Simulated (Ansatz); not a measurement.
## Relaxing random alloy of the monolayer 2H MoS2-WS2 line, x = 0.88 (75 atoms)

Wanted: the relaxed structure of random alloy of the monolayer 2H MoS2-WS2 line, x = 0.88 (75 atoms) and its electronic structure.

Program: Ansatz 0.2.0. Level of theory: Kohn-Sham DFT, PBE, PAW (set soft_2), plane waves. Values are calculated unless marked as measured.

**1. Set-up**

The cell holds 75 atoms: 22 W, 50 S and 3 Mo. Cell: a = 15.900 Å, b = 15.900 Å, c = 18.500 Å, α = 90.0°, β = 90.0°, γ = 120.0°. It derives from MoS2 and WS2 (monolayer 2H MoS2-WS2), repeated 5×5×1. Monolayer 2H MoS2-WS2: 75 atoms, 22 of 25 Mo sites given to W at random, cell and internal coordinates interpolated linearly between the end members (Vegard's rule); not relaxed, displaced by a Gaussian of 0.02 Å. Lattice constants are starting values near those of PBE. Vacuum lies along c.

Limits known from the start: The host structure and its lattice constant were typed by rule, without a check against the phase diagram. Only the Γ point is sampled in the main run, in a cell whose shortest periodic width is 14 Å. Spin–orbit coupling is left out, which matters for the levels of the heavy elements.

**2. Single point at the start**

A single point comes first, to see the forces before anything moves.

input.yaml reads:

```yaml
crystal:
  lattice:
    - [15.9, 0.0, 0.0]
    - [-7.95, 13.7698, 0.0]
    - [0.0, 0.0, 18.5]
  atoms:
    - { symbol: W, position: [0.0016, 0.99911, 0.49943] }
    - { symbol: S, position: [0.13261, 0.06792, 0.58234] }
    - { symbol: S, position: [0.13498, 0.06556, 0.41551] }
    - { symbol: W, position: [0.00075, 0.20212, 0.49777] }
    - { symbol: S, position: [0.13265, 0.26611, 0.58606] }
    - { symbol: S, position: [0.13182, 0.26642, 0.41422] }
    - { symbol: Mo, position: [0.00048, 0.40085, 0.49881] }
    - { symbol: S, position: [0.13543, 0.46798, 0.58537] }
    - { symbol: S, position: [0.13397, 0.46567, 0.41504] }
    - { symbol: W, position: [0.99863, 0.59961, 0.50057] }
    - { symbol: S, position: [0.13218, 0.66609, 0.58409] }
    - { symbol: S, position: [0.13178, 0.66569, 0.41516] }
    - { symbol: W, position: [0.99876, 0.80034, 0.50179] }
    - { symbol: S, position: [0.13413, 0.86639, 0.58387] }
    - { symbol: S, position: [0.13362, 0.86912, 0.41522] }
    - { symbol: W, position: [0.19934, 0.00028, 0.50227] }
    - { symbol: S, position: [0.33393, 0.06756, 0.58516] }
    - { symbol: S, position: [0.33206, 0.06501, 0.41479] }
    - { symbol: W, position: [0.20016, 0.20085, 0.50091] }
    - { symbol: S, position: [0.33471, 0.26708, 0.58579] }
    - { symbol: S, position: [0.33329, 0.26849, 0.41572] }
    - { symbol: W, position: [0.19998, 0.40071, 0.49992] }
    - { symbol: S, position: [0.33586, 0.46887, 0.58719] }
    - { symbol: S, position: [0.33053, 0.46457, 0.41462] }
    - { symbol: W, position: [0.20084, 0.60127, 0.50034] }
    - { symbol: S, position: [0.33057, 0.66622, 0.58573] }
    - { symbol: S, position: [0.33418, 0.66777, 0.41493] }
    - { symbol: W, position: [0.19988, 0.80027, 0.50044] }
    - { symbol: S, position: [0.33367, 0.86684, 0.58411] }
    - { symbol: S, position: [0.3339, 0.86684, 0.41639] }
    - { symbol: W, position: [0.40164, 0.00027, 0.49959] }
    - { symbol: S, position: [0.53284, 0.06728, 0.58491] }
    - { symbol: S, position: [0.53293, 0.06673, 0.4145] }
    - { symbol: W, position: [0.40055, 0.19935, 0.50132] }
    - { symbol: S, position: [0.53427, 0.26753, 0.58365] }
    - { symbol: S, position: [0.53408, 0.26774, 0.41414] }
    - { symbol: W, position: [0.39969, 0.40005, 0.49852] }
    - { symbol: S, position: [0.53434, 0.4679, 0.5839] }
    - { symbol: S, position: [0.53282, 0.46476, 0.41513] }
    - { symbol: W, position: [0.39878, 0.60163, 0.50044] }
    - { symbol: S, position: [0.53274, 0.66554, 0.58621] }
    - { symbol: S, position: [0.53446, 0.66397, 0.41651] }
    - { symbol: W, position: [0.40229, 0.80049, 0.4987] }
    - { symbol: S, position: [0.53429, 0.8664, 0.58418] }
    - { symbol: S, position: [0.53219, 0.86747, 0.41603] }
    - { symbol: W, position: [0.59959, 0.00076, 0.49876] }
    - { symbol: S, position: [0.73438, 0.06673, 0.58463] }
    - { symbol: S, position: [0.73384, 0.06793, 0.41598] }
    - { symbol: Mo, position: [0.60077, 0.2002, 0.50008] }
    - { symbol: S, position: [0.73428, 0.267, 0.58557] }
    - { symbol: S, position: [0.73118, 0.26313, 0.41629] }
    - { symbol: W, position: [0.60307, 0.40064, 0.49989] }
    - { symbol: S, position: [0.73308, 0.46649, 0.58485] }
    - { symbol: S, position: [0.73155, 0.46592, 0.41409] }
    - { symbol: W, position: [0.6001, 0.59957, 0.50054] }
    - { symbol: S, position: [0.73383, 0.6681, 0.58506] }
    - { symbol: S, position: [0.73471, 0.66391, 0.41447] }
    - { symbol: W, position: [0.60297, 0.80367, 0.49973] }
    - { symbol: S, position: [0.73322, 0.86634, 0.58627] }
    - { symbol: S, position: [0.73347, 0.86765, 0.41482] }
    - { symbol: Mo, position: [0.79863, 0.00046, 0.50054] }
    - { symbol: S, position: [0.93488, 0.06651, 0.58416] }
    - { symbol: S, position: [0.93422, 0.06702, 0.41547] }
    - { symbol: W, position: [0.80075, 0.20169, 0.5004] }
    - { symbol: S, position: [0.93654, 0.26828, 0.58554] }
    - { symbol: S, position: [0.93172, 0.26754, 0.41562] }
    - { symbol: W, position: [0.80178, 0.40152, 0.49957] }
    - { symbol: S, position: [0.93396, 0.46585, 0.58694] }
    - { symbol: S, position: [0.93038, 0.46411, 0.41338] }
    - { symbol: W, position: [0.79807, 0.59837, 0.50211] }
    - { symbol: S, position: [0.93195, 0.66472, 0.58604] }
    - { symbol: S, position: [0.9317, 0.66487, 0.41612] }
    - { symbol: W, position: [0.80047, 0.79937, 0.50152] }
    - { symbol: S, position: [0.93467, 0.86902, 0.58537] }
    - { symbol: S, position: [0.93537, 0.86683, 0.41385] }
kpoints:
  mp_grid: { grid: [1, 1, 1] }
hamiltonian:
  xc: pbe
scf:
  occupations: { method: fermi_dirac, width: 0.025 }
output:
  forces: true
```

Started as:

```
> ansatz run input.yaml --threads 5 --pin off --max-ram 76800MiB --backend cuda --events-out ev --progress --plain --runs-dir out
```

The program printed:

```text
Engine: ansatz 0.2.0, x86_64-unknown-linux-gnu
Pseudopotentials: kind: paw
Pseudopotential: W, paw, valence charge 14, recommended cutoff 420 eV (normal), W.paw.azcp
Pseudopotential: S, paw, valence charge 6, recommended cutoff 420 eV (normal), S.paw.azcp
Pseudopotential: Mo, paw, valence charge 14, recommended cutoff 420 eV (normal), Mo.paw.azcp
Functional definition: PBE
  parameter kappa = 0.804
  parameter beta = 0.066725
  exchange = pbe_x(kappa = kappa, mu = beta*pi^2/3)
  correlation = pbe_c(beta = beta)
device memory: the entry about to start is reckoned to put 6.8 GiB on a device that reports 58.4 GiB free
GPU FFT provider: cuFFT
GPU libraries: cuBLAS 13.8.2, cuFFT 12.4.0, cuSOLVER 12.3.4
Crystal: 75 atoms, lattice volume = 4050.387 Å³
Basis set: ecut = 420 eV, 79165 PW (Γ), exchange–correlation on 216×216×250 points (8 copies of the dense FFT grid, shifted against one another)
Bands: 400, of which v1, the nominal top of the filled ones, is band 325 counted from 1 (324 counted from 0)
Symmetry: 1 space group operations
Space group: P1 (ITA 1), of the structure as read, at distance tolerance 1.6e-4 Å
k-points: 1
Non-local potential: W, projectors of the file, l = 0: 3, l = 1: 2, l = 2: 2, l = 3: 1
Non-local potential: S, projectors of the file, l = 0: 2, l = 1: 2, l = 2: 2
Non-local potential: Mo, projectors of the file, l = 0: 3, l = 1: 2, l = 2: 2, l = 3: 1
PAW form: soft (Blöchl's): semilocal exchange-correlation on the pseudo side does not see the compensation charge
PAW one-centre angular grid: W, 590 points (default); XC on 64 Gauss nodes
PAW one-centre angular grid: S, 110 points (default); XC on 64 Gauss nodes
PAW one-centre angular grid: Mo, 590 points (default); XC on 64 Gauss nodes
Initial density: superposition of atomic densities (neutral atoms: chi_scale 0, normalization atom), corrected by the library's trained network
Initial wavefunctions: pseudopotential atomic-orbital guess
GPU buffer pool allocated for 1458000 grid points (all kernels)
GPU transforms: local potential and band sums: pruned to the plane-wave sphere, on 108×108×125
Functional: x = pbe(κ = 0.804, μ = 0.219515), c = pbe(β = 0.066725)
SCF iter   1: F=—  HF=-288499.278345 eV  |F-HF|=—  |Δ(HF+E_count)|=         —  Δρ=3.33e-3  dr2=5.84e-1  ethr=1.77e-3  ⟨swp⟩=9.0  Hψ=1756  notcnv=0  defer=10
preconditioner: auto → Resta (q_TF=auto, 2.011 Å⁻¹)  ε∞=3.3  [insulator: Δε(μ)=2.047 eV  Ē_g=8.180 eV  σ=0.025 eV  W_gap=1.00  n_scr=538 (ndim 8)  ℏωp=12.4 eV  f_vac=0.638  D(μ)=0.00/eV (n_scr^D=0)  ε∞_Penn≈3.3  vacuum switching on, ρ_ref=4.9e-3 e/Å³]
SCF iter   2: F=—  HF=-288499.362539 eV  |F-HF|=—  |Δ(HF+E_count)|=   8.42e-2  Δρ=2.12e-3  dr2=3.19e-1  ethr=8.99e-5  ⟨swp⟩=4.0  Hψ=982  notcnv=0  defer=60
SCF iter   3: F=—  HF=-288499.370353 eV  |F-HF|=—  |Δ(HF+E_count)|=   7.81e-3  Δρ=1.36e-3  dr2=7.90e-2  ethr=4.90e-5  ⟨swp⟩=7.0  Hψ=538  notcnv=0  defer=37
automatic band count: iteration 3 solves 377 bands in place of 400: the levels show a gap, and the empty bands left out lie too high to hold charge; the band table lists the bands solved (type scf.n_extra_bands for more)
SCF iter   4: F=—  HF=-288499.400941 eV  |F-HF|=—  |Δ(HF+E_count)|=   3.06e-2  Δρ=8.03e-4  dr2=4.39e-2  ethr=1.21e-5  ⟨swp⟩=2.0  Hψ=526  notcnv=0  defer=37
SCF iter   5: F=—  HF=-288499.405530 eV  |F-HF|=—  |Δ(HF+E_count)|=   4.59e-3  Δρ=1.59e-4  dr2=1.50e-3  ethr=6.76e-6  ⟨swp⟩=2.0  Hψ=447  notcnv=0  defer=37
SCF iter   6: F=—  HF=-288499.407041 eV  |F-HF|=—  |Δ(HF+E_count)|=   1.51e-3  Δρ=8.27e-5  dr2=6.30e-4  ethr=2.30e-7  ⟨swp⟩=3.0  Hψ=573  notcnv=0  defer=37
SCF iter   7: F=—  HF=-288499.405491 eV  |F-HF|=—  |Δ(HF+E_count)|=   1.55e-3  Δρ=2.95e-5  dr2=1.12e-4  ethr=9.69e-8  ⟨swp⟩=2.0  Hψ=498  notcnv=0  defer=37
SCF iter   8: F=—  HF=-288499.405447 eV  |F-HF|=—  |Δ(HF+E_count)|=   4.43e-5  Δρ=2.73e-5  dr2=7.43e-5  ethr=1.73e-8  ⟨swp⟩=2.0  Hψ=566  notcnv=0  defer=37
SCF iter   9: F=—  HF=-288499.408326 eV  |F-HF|=—  |Δ(HF+E_count)|=   2.88e-3  Δρ=1.45e-5  dr2=1.30e-5  ethr=1.14e-8  ⟨swp⟩=2.0  Hψ=566  notcnv=0  defer=37
SCF iter  10: F=—  HF=-288499.408328 eV  |F-HF|=—  |Δ(HF+E_count)|=   1.71e-6  Δρ=7.07e-6  dr2=4.46e-6  ethr=2.01e-9  ⟨swp⟩=3.0  Hψ=653  notcnv=0  defer=37
SCF iter  11: F=—  HF=-288499.408328 eV  |F-HF|=—  |Δ(HF+E_count)|=   1.97e-7  Δρ=2.12e-6  dr2=2.14e-7  ethr=6.86e-10  ⟨swp⟩=2.0  Hψ=502  notcnv=0  defer=37
SCF iter  12: F=-288499.408328 eV  HF=-288499.408328 eV  |F-HF|=2.39e-7  |Δ(HF+E_count)|=   1.04e-7  Δρ=9.69e-7  dr2=2.70e-8  ethr=1.54e-11  ⟨swp⟩=5.0  Hψ=1431  notcnv=0
SCF 1 converged in 12 iterations: F = -288499.408328 eV  dr2 = 2.70e-8
  greatest PAW one-centre occupation: 1.000 electrons in one spin orbital (limit 2), on the W atom at site 66 (counted from 0), in its partial waves of l = 0
SCF converged after 12 iterations
Free energy (F): -288499.408328 eV
Harris-Foulkes:  -288499.408328 eV  (|F-HF|=2.39e-7)
Internal energy: -288499.408328 eV  (E = F + TS)
E sigma→0 (E₀):  -288499.408328 eV
Fermi energy:    0.732312 eV
--- Per-component energies (eV) ---
  E_band       = -11840.126773
  E_kinetic    = 16603.437195
  E_local      = -353044.510567  (includes V_loc(G=0)·N_el)
  E_nonlocal   = 1857.162961
  E_hartree    = 168253.214755
  E_xc         = -11293.093153
  E_vxc        = -10331.922126  (∫ρ·V_xc dr)
  E_paw        = -227992.167312  (= ΣΔE_a)
  E_vpaw       = -3430.713981  (= ΣTr[D̂ρ^β])
  E_aug_tail   = -0.001157  (compensation charges beyond the density's cutoff)
  E_ewald      = 117116.548950
  E_smearing   = -0.000000  (= −TS)
  E_closure    = -0.000000  (closes the sum)
  Σ components = -288499.408328   (vs F -288499.408328, Δ=0.00e0)
--- Forces (eV/Å), atoms counted from 1 ---
  atom   1  W     -0.79962098     0.26886739    -0.38078531
  atom   2  S      0.14282110    -0.03971237     1.19748833
  atom   3  S     -0.16182709     0.37237377    -0.11326216
  atom   4  W      0.04018073    -0.58421831     1.10351055
  atom   5  S     -0.09241988     0.22236694    -0.38589590
  atom   6  S      0.39015054     0.20201355     0.01882471
  atom   7  Mo    -0.02923615     0.09065675     0.72903699
  atom   8  S     -0.26364338    -0.07889868    -0.24414490
  atom   9  S     -0.15399281     0.38882881    -0.06298027
  atom  10  W      0.23941549    -0.62652004    -0.26269860
  atom  11  S      0.04221085     0.12488040     0.31757270
  atom  12  S      0.00556805     0.17598345     0.04658109
  atom  13  W      0.48088864    -0.29586509    -0.78542268
  atom  14  S     -0.22414320    -0.04574525     0.77069909
[...]
atom  74  S     -0.06996428    -0.25795794     0.30508953
  atom  75  S     -0.33847739    -0.24035550     0.39807746
  max |Σ_I F_I| component: 9.17e-6 eV/Å
```

Run time: 6 s. Hardware: 1 × NVIDIA H100 80GB HBM3 with 5 threads of AMD EPYC 7R13 (Zen 3), shared host; peak memory 1.7 GiB; 6.3 s of CPU time.

The column dr2 measures how far the density is from self-consistency, as an energy; F and HF (Harris–Foulkes) agree once it is small.

That memory is the host's; the program planned up to 6.8 GiB on the GPU.

The run gave:

```
free energy            : -288499.4083 eV
free energy per atom   : -3846.6588 eV/atom
SCF cycles             : 12
r.m.s. force component : 0.4018 eV/Å
longest force          : 1.46 eV/Å
Fermi energy           : 0.7323 eV
```

The r.m.s. force component of 0.40 eV/Å sets the starting point.

Length of the force by element and coordination:

| element | coordination | atoms | mean length of the force (eV/Å) | spread | least | most |
| --- | --- | --- | --- | --- | --- | --- |
| Mo | all | 3 | 0.677 | 0.243 | 0.354 | 0.942 |
| S | all | 50 | 0.482 | 0.209 | 0.182 | 1.21 |
| W | all | 22 | 0.939 | 0.272 | 0.435 | 1.46 |

**3. Relaxation**

The atoms are relaxed in the fixed cell, aiming at the force tolerance of the input.

Edit input.yaml of step 2 so:

```diff
@@ -15 +15,4 @@
   forces: true
+relax:
+  f_tol: 0.04
+  max_steps: 150
```

The program printed:

```text
[...]
GPU FFT provider: cuFFT
GPU libraries: cuBLAS 13.8.2, cuFFT 12.4.0, cuSOLVER 12.3.4
Crystal: 75 atoms, lattice volume = 4050.387 Å³
Basis set: ecut = 420 eV, 79165 PW (Γ), exchange–correlation on 216×216×250 points (8 copies of the dense FFT grid, shifted against one another)
Bands: 400, of which v1, the nominal top of the filled ones, is band 325 counted from 1 (324 counted from 0)
Symmetry: 1 space group operations
[...]
k-points: 1
[...]
GPU buffer pool allocated for 1458000 grid points (all kernels)
[...]
SCF iter   1: F=—  HF=-288499.278340 eV  |F-HF|=—  |Δ(HF+E_count)|=         —  Δρ=3.33e-3  dr2=5.84e-1  ethr=1.77e-3  ⟨swp⟩=9.0  Hψ=1756  notcnv=0  defer=10
[...]
SCF iter   9: F=-288499.408321 eV  HF=-288499.408326 eV  |F-HF|=5.26e-6  |Δ(HF+E_count)|=   4.74e-6  Δρ=1.42e-5  dr2=1.19e-5  ethr=6.15e-9  ⟨swp⟩=2.0  Hψ=1273  notcnv=0
SCF 1 converged in 9 iterations: F = -288499.408321 eV  dr2 = 1.19e-5
[...]
relax step   1: F+E_penalty+E_count = -288499.40832080 eV  Δ(F+E_penalty+E_count) = +0.000e0 eV  max|allowed force component| = 1.442e0 eV/Å  Δτ_max = 0.0000 Å  (9 SCF iters, dr2 threshold 4.00e-5 eV, accepted)
[...]
relax step   2: F+E_penalty+E_count = -288499.76001409 eV  Δ(F+E_penalty+E_count) = -3.517e-1 eV  max|allowed force component| = 8.740e-1 eV/Å  Δτ_max = 0.1131 Å  (7 SCF iters, dr2 threshold 1.00e-4 eV, accepted)
[...]
relax step   3: F+E_penalty+E_count = -288500.09139024 eV  Δ(F+E_penalty+E_count) = -3.314e-1 eV  max|allowed force component| = 1.235e-2 eV/Å  Δτ_max = 0.0614 Å  (7 SCF iters, dr2 threshold 4.77e-5 eV, accepted)
[...]
relax step   4: F+E_penalty+E_count = -288500.09140413 eV  Δ(F+E_penalty+E_count) = -1.390e-5 eV  max|allowed force component| = 1.271e-2 eV/Å  Δτ_max = 0.0000 Å  (5 SCF iters, accepted)
SCF converged after 5 iterations
Free energy (F): -288500.091404 eV
[...]
Internal energy: -288500.091404 eV  (E = F + TS)
E sigma→0 (E₀):  -288500.091404 eV
Fermi energy:    0.746998 eV
[...]
--- Forces (eV/Å), atoms counted from 1 ---
  atom   1  W      0.00246558     0.00057647    -0.00049831
  atom   2  S      0.00110508     0.00516477     0.00391502
  atom   3  S      0.00276727    -0.00218275     0.00723395
  atom   4  W      0.00128693     0.00502149     0.00096727
  atom   5  S     -0.00433400     0.00115984     0.00310963
  atom   6  S     -0.00004850     0.00012020    -0.00043007
  atom   7  Mo    -0.01271176     0.00894359     0.00354230
  atom   8  S     -0.00099198    -0.00168157     0.00085894
  atom   9  S      0.00055810     0.00266978     0.00302735
  atom  10  W     -0.00426916    -0.00352711    -0.00132256
  atom  11  S     -0.00597592    -0.00709260     0.00243931
  atom  12  S     -0.00447024    -0.00506545     0.00226927
  atom  13  W      0.00684192    -0.00835069    -0.00238893
  atom  14  S     -0.00094353    -0.00824619     0.00297963
[...]
atom  74  S     -0.00081706    -0.00436093    -0.00057307
  atom  75  S     -0.00127862    -0.00482777     0.00140485
  max |Σ_I F_I| component: 3.20e-5 eV/Å
--- Relaxed structure (4 steps of the walk, 4 accepted, 0 SCFs on fresh bases) ---
  F+E_penalty+E_count = -288500.09140413 eV   max|allowed force component| = 1.271e-2 eV/Å
  atoms:
    - { symbol: W, position: [0.00026787, 1.000445, 0.500022] }
    - { symbol: S, position: [0.133654, 0.066913, 0.585062] }
    - { symbol: S, position: [0.133706, 0.066989, 0.414959] }
    - { symbol: W, position: [-8.562201e-5, 0.199725, 0.500137] }
[...]
- { symbol: S, position: [0.933411, 0.867035, 0.415002] }
```

It took 8.4 s on 1 × NVIDIA H100 80GB HBM3 with 5 threads; peak memory 1.8 GiB; 13 s of CPU time.

That memory is the host's; the program planned up to 6.8 GiB on the GPU.

The steps of the relaxation:

| step | energy less that of the first step (eV) | largest force component (eV/Å) |
| --- | --- | --- |
| 1 | 0.0000 | 1.4421 |
| 2 | -0.3517 | 0.8740 |
| 3 | -0.6831 | 0.0124 |
| 4 | -0.6831 | 0.0127 |

The atoms that moved most (Å):

| atom | dx | dy | dz | length |
| --- | --- | --- | --- | --- |
| S42 | -0.038 | 0.038 | -0.028 | 0.060 |
| S57 | -0.043 | 0.040 | 0.010 | 0.059 |
| S69 | 0.028 | 0.037 | 0.036 | 0.058 |
| S2 | 0.025 | -0.014 | 0.050 | 0.058 |
| W4 | 0.006 | -0.033 | 0.044 | 0.055 |
| S51 | 0.011 | 0.051 | -0.016 | 0.055 |
| W58 | -0.011 | -0.051 | 0.007 | 0.052 |
| S23 | -0.021 | -0.028 | -0.037 | 0.051 |

The relaxation changed the energy by -9.11 meV/atom, and atoms moved by 0.033 Å r.m.s., 0.06 Å at most.

(Part 1 of 3 ends here.)

[Long decimals in the printed logs are rounded to 6 places.]

[Logs are printed without paths, hosts, clocks, repeated set-up lines and the standing remarks that a program may print on its own settings, such as how far it seeks lower states.]

[Hosts, paths, dates, database ids (printed as entryN), source tags and the programs' standing remarks are cut or masked in the printed files.]

[A walk said to have stopped at its limit may instead have ended on an SCF cycle that didn't converge.]
